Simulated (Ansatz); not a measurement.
## ScIr (Pm-3m): Grüneisen parameters

Aim: how the phonons of ScIr (Pm-3m) shift with volume, and the thermal expansion that follows.

Program: Ansatz 0.2.0. Level of theory: DFT PBEsol, scalar-relativistic, plane waves, PAW; PAW set soft_1. Results are calculated unless marked as measured.

### 1. Set-up

The structure is cubic, space group Pm-3m (No. 221). Conventional cell: a = 3.189 Å, b = 3.189 Å, c = 3.189 Å, α = 90.00°, β = 90.00°, γ = 90.00°. Sc has 8 Ir at 2.76 Å nearest. Nearest to Ir lie 8 Sc at 2.76 Å. Farther neighbours are not listed.

### 2. The dispersion

The cell comes from relaxations at this level that are not shown. Stability and thermal properties need the whole zone. Linear response on a 4×4×4 q mesh gives force constants as far as a supercell of that size would.

input.yaml

```yaml
crystal:
  lattice:
    - [3.1888794519, 0.0, 0.0]
    - [0.0, 3.1888794519, 0.0]
    - [0.0, 0.0, 3.1888794519]
  atoms:
    - { symbol: Sc, position: [0.5, 0.5, 0.5] }
    - { symbol: Ir, position: [0.0, 0.0, 0.0] }
kpoints:
  mp_grid: { grid: [16, 16, 16] }
hamiltonian:
  xc: pbesol
  pseudopotentials: { kind: paw, azcp: { folder: soft_1 }, xc_functional: pbe }
scf:
  occupations: { method: methfessel_paxton, width: 0.2 }
output:
  eigenvalues: true
phonons:
  method: dfpt
  qmesh: [4, 4, 4]
  temperatures: { t_max: 1000, t_step: 50 }
  qpath:
    path:
      - [[0.0, 0.0, 0.0], [0.0, 0.5, 0.0], [0.5, 0.5, 0.0], [0.0, 0.0, 0.0], [0.5, 0.5, 0.5], [0.0, 0.5, 0.0]]
      - [[0.5, 0.5, 0.5], [0.5, 0.5, 0.0]]
    npoints: 10
```

Launch:

```sh
$ ansatz run input.yaml --threads 4 --pin off --max-ram 10240MiB --backend cpu --events-out ev --progress --plain --runs-dir out
```

Numbers of over 12 decimals in the logs are rounded to 6 here.

The program printed:

```text
Engine: ansatz 0.2.0, x86_64-unknown-linux-gnu
Pseudopotentials: kind: paw
Pseudopotential: Sc, paw, valence charge 11, recommended cutoff 420 eV (normal), soft_1/Sc.paw.azcp
Pseudopotential: Ir, paw, valence charge 17, recommended cutoff 420 eV (normal), soft_1/Ir.paw.azcp
Functional definition: PBEsol
  exchange = pbesol_x
  correlation = pbesol_c
Crystal: 2 atoms, lattice volume = 32.428 Å³
Basis set: ecut = 420 eV, 619 PW (Γ), exchange–correlation on 48×48×48 points (8 copies of the dense FFT grid, shifted against one another)
Bands: 18, of which v1, the nominal top of the filled ones, is band 14 counted from 1 (13 counted from 0)
Symmetry: 48 space group operations
k-points: 165 of 4096
Non-local potential: Sc, projectors of the file, l = 0: 3, l = 1: 2, l = 2: 3, l = 3: 1
Non-local potential: Ir, projectors of the file, l = 0: 3, l = 1: 2, l = 2: 2, l = 3: 1
PAW form: soft (Blöchl's): semilocal exchange-correlation on the pseudo side does not see the compensation charge
PAW frozen core: Sc, regenerated for the run's functional, and the local potential with it (the file was generated under x = pbe(κ = 0.804, μ = 0.219515), c = pbe(β = 0.066725))
PAW frozen core: Ir, regenerated for the run's functional, and the local potential with it (the file was generated under x = pbe(κ = 0.804, μ = 0.219515), c = pbe(β = 0.066725))
PAW one-centre angular grid: Sc, 590 points (default); XC on 64 Gauss nodes
PAW one-centre angular grid: Ir, 590 points (default); XC on 64 Gauss nodes
Initial density: superposition of atomic densities (chi_scale 0.1, normalization cell, long waves kept (reshape's long-wave potential 0.00 eV rms))
Initial wavefunctions: pseudopotential atomic-orbital guess
Functional: x = pbesol(κ = 0.804, μ = 0.123457), c = pbesol(β = 0.046)
SCF iter   1: F=—  HF=-13914.940338 eV  |F-HF|=—  |Δ(HF+E_count)|=         —  Δρ=1.26e-1  dr2=7.95e0  ethr=3.10e-3  ⟨swp⟩=3.9  Hψ=11429  notcnv=0
preconditioner: auto → none  [metal: Δε(μ)=0.026 eV  Ē_g=4.899 eV  σ=0.200 eV  W_gap=0.11  n_scr=6 (ndim 8)  ℏωp=22.6 eV  f_vac=0.000  D(μ)=0.22/eV (n_scr^D=0)  sad-step TF]
SCF iter   2: F=—  HF=-13914.300541 eV  |F-HF|=—  |Δ(HF+E_count)|=   6.40e-1  S|Δr|=    0.00e0  Δρ=8.16e-2  dr2=3.64e0  ethr=3.10e-3  ⟨swp⟩=4.2  Hψ=18664  notcnv=0
automatic band count: the SCF goes on with 22 bands, as 18 were too few: they end inside the smearing window of the response
SCF iter   3: F=—  HF=-13913.836008 eV  |F-HF|=—  |Δ(HF+E_count)|=   4.65e-1  S|Δr|=    0.00e0  Δρ=1.18e-2  dr2=6.19e-2  ethr=3.10e-3  ⟨swp⟩=2.0  Hψ=5975  notcnv=0  defer=318
SCF iter   4: F=—  HF=-13913.827174 eV  |F-HF|=—  |Δ(HF+E_count)|=   8.83e-3  S|Δr|=    0.00e0  Δρ=1.62e-3  dr2=1.17e-3  ethr=2.21e-4  ⟨swp⟩=1.0  Hψ=3372  notcnv=0  defer=318
SCF iter   5: F=—  HF=-13913.826989 eV  |F-HF|=—  |Δ(HF+E_count)|=   1.86e-4  S|Δr|=    0.00e0  Δρ=4.74e-4  dr2=6.21e-5  ethr=4.18e-6  ⟨swp⟩=2.6  Hψ=4953  notcnv=0  defer=318
SCF iter   6: F=—  HF=-13913.826982 eV  |F-HF|=—  |Δ(HF+E_count)|=   6.92e-6  S|Δr|=    0.00e0  Δρ=9.36e-5  dr2=1.70e-6  ethr=2.22e-7  ⟨swp⟩=2.0  Hψ=4232  notcnv=0  defer=318
SCF iter   7: F=—  HF=-13913.826980 eV  |F-HF|=—  |Δ(HF+E_count)|=   1.50e-6  S|Δr|=    0.00e0  Δρ=1.23e-5  dr2=3.66e-8  ethr=6.07e-9  ⟨swp⟩=2.0  Hψ=4845  notcnv=0  defer=318
SCF iter   8: F=—  HF=-13913.826980 eV  |F-HF|=—  |Δ(HF+E_count)|=   6.17e-9  S|Δr|=    0.00e0  Δρ=4.97e-7  dr2=1.31e-10  ethr=1.31e-10  ⟨swp⟩=1.1  Hψ=3338  notcnv=0  defer=318
SCF iter   9: F=-13913.826980 eV  HF=-13913.826980 eV  |F-HF|=0.00e0  |Δ(HF+E_count)|=  2.18e-11  S|Δr|=    0.00e0  Δρ=1.16e-7  dr2=3.65e-12  ethr=1.00e-12  ⟨swp⟩=9.2  Hψ=15726  notcnv=0
SCF 1 converged in 9 iterations: F = -13913.826980 eV  dr2 = 3.65e-12
  greatest PAW one-centre occupation: 1.000 electrons in one spin orbital (limit 2), on the Ir atom at site 1 (counted from 0), in its partial waves of l = 0
Initial density: read from a saved state, or passed on in memory by an earlier SCF of this step, an earlier step, the calling program or the single point that the run made first
iter 1 solved again at ethr=3.21e-9 eV; its pass at ethr=3.10e-3 eV (dr2=9.00e-7 eV) is discarded
SCF iter   1: F=—  HF=-13913.826980 eV  |F-HF|=—  |Δ(HF+E_count)|=         —  Δρ=4.57e-7  dr2=9.99e-11  ethr=3.21e-9  ⟨swp⟩=3.6  Hψ=21648  notcnv=0
preconditioner: auto → none  [metal: Δε(μ)=0.033 eV  Ē_g=5.408 eV  σ=0.200 eV  W_gap=0.14  n_scr=6 (ndim 8)  ℏωp=22.6 eV  f_vac=0.000  D(μ)=0.82/eV (n_scr^D=6)]
SCF iter   2: F=—  HF=-13913.826980 eV  |F-HF|=—  |Δ(HF+E_count)|=   1.19e-7  S|Δr|=    0.00e0  Δρ=3.40e-7  dr2=5.21e-11  ethr=1.00e-12  ⟨swp⟩=2.2  Hψ=5345  notcnv=0
SCF iter   3: F=—  HF=-13913.826980 eV  |F-HF|=—  |Δ(HF+E_count)|=  9.09e-12  S|Δr|=    0.00e0  Δρ=2.03e-7  dr2=1.88e-11  ethr=1.00e-12  ⟨swp⟩=1.0  Hψ=2970  notcnv=0
SCF iter   4: F=-13913.826980 eV  HF=-13913.826980 eV  |F-HF|=7.28e-12  |Δ(HF+E_count)|=  1.82e-12  S|Δr|=    0.00e0  Δρ=7.11e-8  dr2=2.44e-12  ethr=1.00e-12  ⟨swp⟩=2.0  Hψ=4530  notcnv=0
SCF 2 converged in 4 iterations: F = -13913.826980 eV  dr2 = 2.44e-12
phonons: the bands overlap, so this run is a metal and interpolates without the dipole-dipole term. If the crystal is really an insulator or semiconductor, its LO-TO splitting is missing
NSCF: frozen V_eff on 165 k-points
NSCF: frozen V_eff on 405 k-points
DFPT response loops at q = (0, 0, 0) (fractional): preconditioner auto → Kerker (q_TF=auto, 2.662 Å⁻¹) (partly filled bands, converged f_vac=0.000); β = 1.00, the filter's whole step (`scf.mixing.beta` (0.50) is not read by the response loops under this deck's `scf.mixing.preconditioner`; to damp them name `kerker` or `kerker_dos`, under which they read `scf.mixing.beta`, and type it under 1.00, their step now; both keys bind the ground state too); Broyden in place of MSR1
NSCF: frozen V_eff on 2592 k-points
DFPT response loops at q = (0, 0, 0.25) (fractional): mixed as the last ones told, above
NSCF: frozen V_eff on 1458 k-points
DFPT response loops at q = (0, 0, -0.5) (fractional): mixed as the last ones told, above
NSCF: frozen V_eff on 4608 k-points
DFPT response loops at q = (0, 0.25, 0.25) (fractional): mixed as the last ones told, above
NSCF: frozen V_eff on 2592 k-points
DFPT response loops at q = (0, 0.25, -0.5) (fractional): mixed as the last ones told, above
NSCF: frozen V_eff on 1458 k-points
DFPT response loops at q = (0, -0.5, -0.5) (fractional): mixed as the last ones told, above
NSCF: frozen V_eff on 4352 k-points
DFPT response loops at q = (0.25, 0.25, 0.25) (fractional): mixed as the last ones told, above
NSCF: frozen V_eff on 4608 k-points
DFPT response loops at q = (0.25, 0.25, -0.5) (fractional): mixed as the last ones told, above
NSCF: frozen V_eff on 2592 k-points
DFPT response loops at q = (0.25, -0.5, -0.5) (fractional): mixed as the last ones told, above
NSCF: frozen V_eff on 810 k-points
DFPT response loops at q = (-0.5, -0.5, -0.5) (fractional): mixed as the last ones told, above
SCF converged after 9 iterations
Stability not checked: this state was not tested for a lower state beside it, because cold or Methfessel-Paxton smearing, or corrected tetrahedra, fill the levels in a way that the test cannot read (fill_not_monotonic; see scf.lower_state_search)
Free energy (F): -13913.826980 eV
Harris-Foulkes:  -13913.826980 eV  (|F-HF|=0.00e0)
Internal energy: -13913.826108 eV  (E = F + TS)
E sigma→0 (E₀):  -13913.826762 eV
Entropy (-TS):   -0.000872 eV (-0.436 meV/atom)
Fermi energy:    18.251938 eV
--- Per-component energies (eV) ---
  E_band       = -270.702886
  E_kinetic    = 751.025255
  E_local      = -2031.126657  (includes V_loc(G=0)·N_el)
  E_nonlocal   = 335.855657
  E_hartree    = 746.050485
  E_xc         = -315.673159
  E_vxc        = -363.520698  (∫ρ·V_xc dr)
  E_paw        = -10096.716772  (= ΣΔE_a)
  E_vpaw       = -455.037906  (= ΣTr[D̂ρ^β])
  E_aug_tail   = 0.000399  (compensation charges beyond the density's cutoff)
  E_ewald      = -3303.635690
  E_core_change = 0.394373  (= ΣΔE_core)
  E_smearing   = -0.000872  (= −TS)
  E_closure    = -0.000000  (closes the sum)
  Σ components = -13913.826980   (vs F -13913.826980, Δ=0.00e0)
--- Band table (eV; the first three rows and the last of 165) ---
  k-point 0: bands = [... 10 lower, 13.1461, 16.3426, 16.3426, 16.3426, 20.5129, 20.5129, 22.6748, 22.6748, ... 4 higher]
  k-point 1: bands = [... 10 lower, 13.2026, 16.3236, 16.3236, 16.3621, 20.4362, 20.5356, 22.4683, 22.4683, ... 4 higher]
  k-point 2: bands = [... 10 lower, 13.3668, 16.2704, 16.2704, 16.4189, 20.2170, 20.5896, 21.9905, 21.9905, ... 4 higher]
  k-point 164: bands = [... 10 lower, 14.5065, 17.0948, 17.0948, 17.0948, 18.0317, 18.0317, 22.7353, 22.7400, ... 4 higher]
--- Phonons (Γ-DFPT): 2 representative perturbations + reference (Σ response iterations 7) ---
  ASR residual: 1.748e-4 → 0.000e0 eV/Å²; symmetrization residual: 4.646e-6 eV/Å²
  ASR residual per site (eV/Å²): 2.19e-5 1.75e-4
  Γ frequencies (cm⁻¹): 0.00 0.00 0.00 212.75 212.75 212.75
--- Phonons (arbitrary-q DFPT): 10 irreducible q on the 4×4×4 mesh ---
  q = [0.0000, 0.0000, 0.0000] (star 1, of the zone-centre solve; hermiticity 1.53e-6, symmetrization 2.81e-12): -0.00 0.00 0.00 212.75 212.75 212.75
  q = [0.0000, 0.0000, 0.2500] (star 6, 4 solved perturbations in 4032 linear systems a pass and spin channel, the states on 1296 of 4096 k-point pairs; hermiticity 2.90e-7, symmetrization 3.52e-13): 70.25 70.25 97.51 203.82 203.82 294.34
  q = [0.0000, 0.0000, -0.5000] (star 3, 4 solved perturbations in 2268 linear systems a pass and spin channel, the states on 729 of 4096 k-point pairs; hermiticity 6.88e-14, symmetrization 4.65e-13): 115.91 115.91 133.25 185.56 185.56 339.57
  q = [0.0000, 0.2500, 0.2500] (star 12, 4 solved perturbations in 7056 linear systems a pass and spin channel, the states on 2304 of 4096 k-point pairs; hermiticity 5.15e-7, symmetrization 1.10e-13): 75.27 94.02 123.09 198.19 254.22 280.25
  q = [0.0000, 0.2500, -0.5000] (star 12, 6 solved perturbations on 1296 of 4096 k-point pairs; hermiticity 1.01e-6, symmetrization 1.63e-14): 111.33 116.01 119.37 189.34 246.41 314.85
  q = [0.0000, -0.5000, -0.5000] (star 3, 4 solved perturbations in 2268 linear systems a pass and spin channel, the states on 729 of 4096 k-point pairs; hermiticity 8.62e-7, symmetrization 1.74e-13): 110.71 110.71 120.73 195.16 288.36 288.36
  q = [0.2500, 0.2500, 0.2500] (star 8, 2 solved perturbations on 2176 of 4096 k-point pairs; hermiticity 3.36e-7, symmetrization 4.15e-13): 99.21 99.21 125.58 249.33 249.33 272.59
  q = [0.2500, 0.2500, -0.5000] (star 12, 4 solved perturbations in 7056 linear systems a pass and spin channel, the states on 2304 of 4096 k-point pairs; hermiticity 4.46e-7, symmetrization 1.78e-13): 114.74 117.65 124.46 242.92 250.72 300.75
  q = [0.2500, -0.5000, -0.5000] (star 6, 4 solved perturbations in 4032 linear systems a pass and spin channel, the states on 1296 of 4096 k-point pairs; hermiticity 3.17e-7, symmetrization 1.61e-13): 122.91 122.91 127.32 250.72 288.36 288.36
  q = [-0.5000, -0.5000, -0.5000] (star 1, 2 solved perturbations on 405 of 4096 k-point pairs; hermiticity 2.94e-13, symmetrization 2.83e-13): 136.11 136.11 136.11 290.17 290.17 290.17
  sum rule: each row above includes the acoustic sum rule's correction from the zone centre's row sums; it moved no ω² by more than (0.50 cm⁻¹)²
  mesh force constants: q→R imaginary residual 2.01e-18; ASR residual 1.748e-4 → 0.000e0 eV/Å²; symmetrization residual 5.329e-15 eV/Å²
  interpolated dispersion: 62 rows × 6 modes
  density of states and harmonic sums: on the 20×20×20 q-mesh, interpolated from the force constants of a 4×4×4 supercell (no non-analytic term)
  largest difference from the sums on the solved wave vectors: F 1.29e-2 eV, S 1.69e-5 and C_V 4.01e-6 eV/K
  zero-point energy: 0.067276 eV/cell   skipped modes (ω ≤ 0): 3   left out of the sums: 6.25e-5 of the cell's modes: C_V's classical limit lies that fraction below 3 k_B per atom; for a crystal, a wire or a layer, F and S can be off by more, and a phonons.interpolated_qmesh denser along its periods is the remedy for the sampling
```

The job ended after 8.4 min (4 threads of Intel Xeon Platinum 8488C (Sapphire Rapids), shared host; peak memory 3.7 GiB; 31 min of CPU time).

The column dr2 measures how far the density is from self-consistency, as an energy; F and HF (Harris–Foulkes) agree once it is small.

Numbers from this step:

- volume per atom: 16.21 Å³
- gap on the k-mesh: 0 eV
- sum-rule residual before enforcement: 1.75e-4 eV/Å²
- lowest frequency on the path: 0 cm⁻¹
- point group: m-3m
- highest frequency on the path or at a solved wavevector: 339.6 cm⁻¹
- mean frequency: 180.9 cm⁻¹
- Debye temperature (second moment): 367 K
- logarithmic mean frequency: 162.8 cm⁻¹
- highest optical mode at the zone centre (no LO-TO term): 212.8 cm⁻¹
- lowest optical zone-centre mode: 212.8 cm⁻¹
- lowest mode on the q mesh (acoustic modes at Γ apart): 70.25 cm⁻¹
- zero-point energy per atom: 33.64 meV
- heat capacity at 300 K: 23.21 J/(mol atoms K)
- vibrational entropy at 300 K: 32.02 J/(mol atoms K)
- edges of the widest gap between branches, on path and mesh: 136.1, 185.6 cm⁻¹

Frequencies (cm⁻¹) solved at each irreducible wavevector; negative means imaginary. Frequencies by wavevector, by row:

| q in reciprocal lattice units | star | mode 1 | mode 2 | mode 3 | mode 4 | mode 5 | mode 6 |
| --- | --- | --- | --- | --- | --- | --- | --- |
| 0 0 0 | 1 | 0 | 0 | 0 | 212.8 | 212.8 | 212.8 |
| 0 0 0.25 | 6 | 70.2 | 70.2 | 97.5 | 203.8 | 203.8 | 294.3 |
| 0 0 -0.5 | 3 | 115.9 | 115.9 | 133.2 | 185.6 | 185.6 | 339.6 |
| 0 0.25 0.25 | 12 | 75.3 | 94 | 123.1 | 198.2 | 254.2 | 280.2 |
| 0 0.25 -0.5 | 12 | 111.3 | 116 | 119.4 | 189.3 | 246.4 | 314.9 |
| 0 -0.5 -0.5 | 3 | 110.7 | 110.7 | 120.7 | 195.2 | 288.4 | 288.4 |
| 0.25 0.25 0.25 | 8 | 99.2 | 99.2 | 125.6 | 249.3 | 249.3 | 272.6 |
| 0.25 0.25 -0.5 | 12 | 114.7 | 117.7 | 124.5 | 242.9 | 250.7 | 300.8 |
| 0.25 -0.5 -0.5 | 6 | 122.9 | 122.9 | 127.3 | 250.7 | 288.4 | 288.4 |
| -0.5 -0.5 -0.5 | 1 | 136.1 | 136.1 | 136.1 | 290.2 | 290.2 | 290.2 |

Symmetry leaves 10 wavevectors to solve. The lowest mode among them, the acoustic zeros apart, lies at q = (0, 0, 0.25) and is real, 70.2 cm⁻¹.

### 3. Relaxing at another volume, volume ratio 0.97

The volume is scaled by 0.97 and held; symmetry leaves nothing to relax, so this is a single point. The modes can then be followed against volume.

input.yaml, the sections that differ from step 2:

```yaml
crystal:
  lattice:
    - [3.156666346, 0.0, 0.0]
    - [0.0, 3.156666346, 0.0]
    - [0.0, 0.0, 3.156666346]
  atoms:
    - { symbol: Sc, position: [0.5, 0.5, 0.5] }
    - { symbol: Ir, position: [0.0, 0.0, 0.0] }
output:
  forces: true
  stress: true
  eigenvalues: true
  write_density: true
  write_potential: true
  elf: true
  volumetric_format: npy
# kpoints, hamiltonian, scf: as in step 2
# phonons: removed
```

The program printed:

```text
[...]
Crystal: 2 atoms, lattice volume = 31.455 Å³
Basis set: ecut = 420 eV, 619 PW (Γ), exchange–correlation on 48×48×48 points (8 copies of the dense FFT grid, shifted against one another)
Bands: 18, of which v1, the nominal top of the filled ones, is band 14 counted from 1 (13 counted from 0)
Symmetry: 48 space group operations
[...]
k-points: 165 of 4096
[...]
--- Band table (eV; the first three rows and the last of 165) ---
  k-point 0: bands = [... 10 lower, 13.6011, 16.9477, 16.9477, 16.9477, 21.2435, 21.2435, 23.4980, 23.4980]
  k-point 1: bands = [... 10 lower, 13.6610, 16.9282, 16.9282, 16.9681, 21.1618, 21.2681, 23.2802, 23.2802]
  k-point 2: bands = [... 10 lower, 13.8354, 16.8738, 16.8738, 17.0276, 20.9285, 21.3278, 22.7782, 22.7782]
  k-point 164: bands = [... 10 lower, 15.0762, 17.7023, 17.7023, 17.7023, 18.7237, 18.7237, 23.5548, 23.5548]
[key lines of the parts left out:]
SCF converged after 7 iterations
Free energy (F): -13913.809365 eV
Fermi energy:    18.955234 eV
P = ⅓ Tr σ = 5.9575 GPa (59.575 kbar)
```

Wall time 1.7 s (4 threads); peak memory 0.45 GiB; 5.3 s of CPU time.

Numbers from this step:

```
pressure        : 5.958 GPa
volume per atom : 15.73 Å³
```

Electrostatic potential energy in the ac plane at fractional y = 0.000, with atoms of Ir within 0.2 Å of it. With pseudopotentials it is smooth inside the atoms' cores, unlike the true potential.

Values in eV, 16 rows by 16 columns:
```
-59 -59 -51 -38 -15   7  16  20  21  20  16   7 -15 -38 -51 -59
-54 -51 -43 -28  -6  11  17  20  21  20  17  11  -6 -28 -43 -51
-41 -38 -28 -11   5  14  18  20  20  20  18  14   5 -11 -28 -38
-18 -15  -6   5  13  17  19  20  20  20  19  17  13   5  -6 -15
  5   7  11  14  17  18  19  20  20  20  19  18  17  14  11   7
 16  16  17  18  19  19  19  19  19  19  19  19  19  18  17  16
 19  20  20  20  20  20  19  19  19  19  19  20  20  20  20  20
 21  21  21  20  20  20  19  19  18  19  19  20  20  20  21  21
 19  20  20  20  20  20  19  19  19  19  19  20  20  20  20  20
 16  16  17  18  19  19  19  19  19  19  19  19  19  18  17  16
  5   7  11  14  17  18  19  20  20  20  19  18  17  14  11   7
-18 -15  -6   5  13  17  19  20  20  20  19  17  13   5  -6 -15
-41 -38 -28 -11   5  14  18  20  20  20  18  14   5 -11 -28 -38
-54 -51 -43 -28  -6  11  17  20  21  20  17  11  -6 -28 -43 -51
-59 -59 -51 -38 -15   7  16  20  21  20  16   7 -15 -38 -51 -59
-59 -59 -54 -41 -18   5  16  19  21  19  16   5 -18 -41 -54 -59
```
Columns run along a (3.2 Å; values clipped at the 3rd and 97th percentile), rows up along c (3.2 Å). Atoms in or near the plane, at fractional coordinates: Ir at (0.00, 0.00).

Valence density in the ac plane at fractional y = 0.000, with atoms of Ir within 0.2 Å of it. It is the smooth field of the valence electrons, not physical close to the nuclei.

Values in e/Å³, 16 rows by 16 columns:
```
9.5 9.0 7.2 4.3 1.8 0.7 0.4 0.3 0.3 0.3 0.4 0.7 1.8 4.3 7.2 9.0
7.7 7.2 5.6 3.2 1.3 0.6 0.4 0.3 0.3 0.3 0.4 0.6 1.3 3.2 5.6 7.2
4.7 4.3 3.2 1.7 0.9 0.5 0.3 0.3 0.2 0.3 0.3 0.5 0.9 1.7 3.2 4.3
2.0 1.8 1.3 0.9 0.6 0.4 0.3 0.2 0.2 0.2 0.3 0.4 0.6 0.9 1.3 1.8
0.8 0.7 0.6 0.5 0.4 0.3 0.2 0.2 0.2 0.2 0.2 0.3 0.4 0.5 0.6 0.7
0.4 0.4 0.4 0.3 0.3 0.2 0.2 0.2 0.2 0.2 0.2 0.2 0.3 0.3 0.4 0.4
0.3 0.3 0.3 0.3 0.2 0.2 0.2 0.1 0.1 0.1 0.2 0.2 0.2 0.3 0.3 0.3
0.3 0.3 0.3 0.2 0.2 0.2 0.2 0.1 0.1 0.1 0.2 0.2 0.2 0.2 0.3 0.3
0.3 0.3 0.3 0.3 0.2 0.2 0.2 0.1 0.1 0.1 0.2 0.2 0.2 0.3 0.3 0.3
0.4 0.4 0.4 0.3 0.3 0.2 0.2 0.2 0.2 0.2 0.2 0.2 0.3 0.3 0.4 0.4
0.8 0.7 0.6 0.5 0.4 0.3 0.2 0.2 0.2 0.2 0.2 0.3 0.4 0.5 0.6 0.7
2.0 1.8 1.3 0.9 0.6 0.4 0.3 0.2 0.2 0.2 0.3 0.4 0.6 0.9 1.3 1.8
4.7 4.3 3.2 1.7 0.9 0.5 0.3 0.3 0.2 0.3 0.3 0.5 0.9 1.7 3.2 4.3
7.7 7.2 5.6 3.2 1.3 0.6 0.4 0.3 0.3 0.3 0.4 0.6 1.3 3.2 5.6 7.2
9.5 9.0 7.2 4.3 1.8 0.7 0.4 0.3 0.3 0.3 0.4 0.7 1.8 4.3 7.2 9.0
9.9 9.5 7.7 4.7 2.0 0.8 0.4 0.3 0.3 0.3 0.4 0.8 2.0 4.7 7.7 9.5
```
Columns run along a (3.2 Å), rows up along c (3.2 Å). Atoms in or near the plane, at fractional coordinates: Ir at (0.00, 0.00).

ELF in the ac plane at fractional y = 0.000, with atoms of Ir within 0.2 Å of it. It is the smooth field of the valence electrons, not physical close to the nuclei.

Ten even steps from '_' (0.14) to '@' (0.60):
```
**%%@@%%++::::++**++::::++%%@@%%
%%@@@@%%++----++**++----++%%@@@@
%%%%%%##++--==++**++==--++##%%%%
++++++++====++++++++++====++++++
::::----==++++======++++==----::
::::--==++++--::::::--++++==--::
++++++++++==::..__..::==++++++++
********++==::______::==++******
++++++++++==::..__..::==++++++++
::::--==++++--::::::--++++==--::
::::----==++++======++++==----::
++++++++====++++++++++====++++++
%%%%%%##++--==++**++==--++##%%%%
%%@@@@%%++----++**++----++%%@@@@
**%%@@%%++::::++**++::::++%%@@%%
++**%%%%++::::++**++::::++%%%%**
```
Columns run along a (3.2 Å), rows up along c (3.2 Å). Atoms in or near the plane, at fractional coordinates: Ir at (0.00, 0.00).

[end of part 1 of 2]

[Logs are printed without paths, hosts, clocks, repeated set-up lines and the standing remarks that a program may print on its own settings, such as how far it seeks lower states.]

[Hosts, paths, dates, database ids (printed as entryN), source tags and the programs' standing remarks are cut or masked in the printed files.]
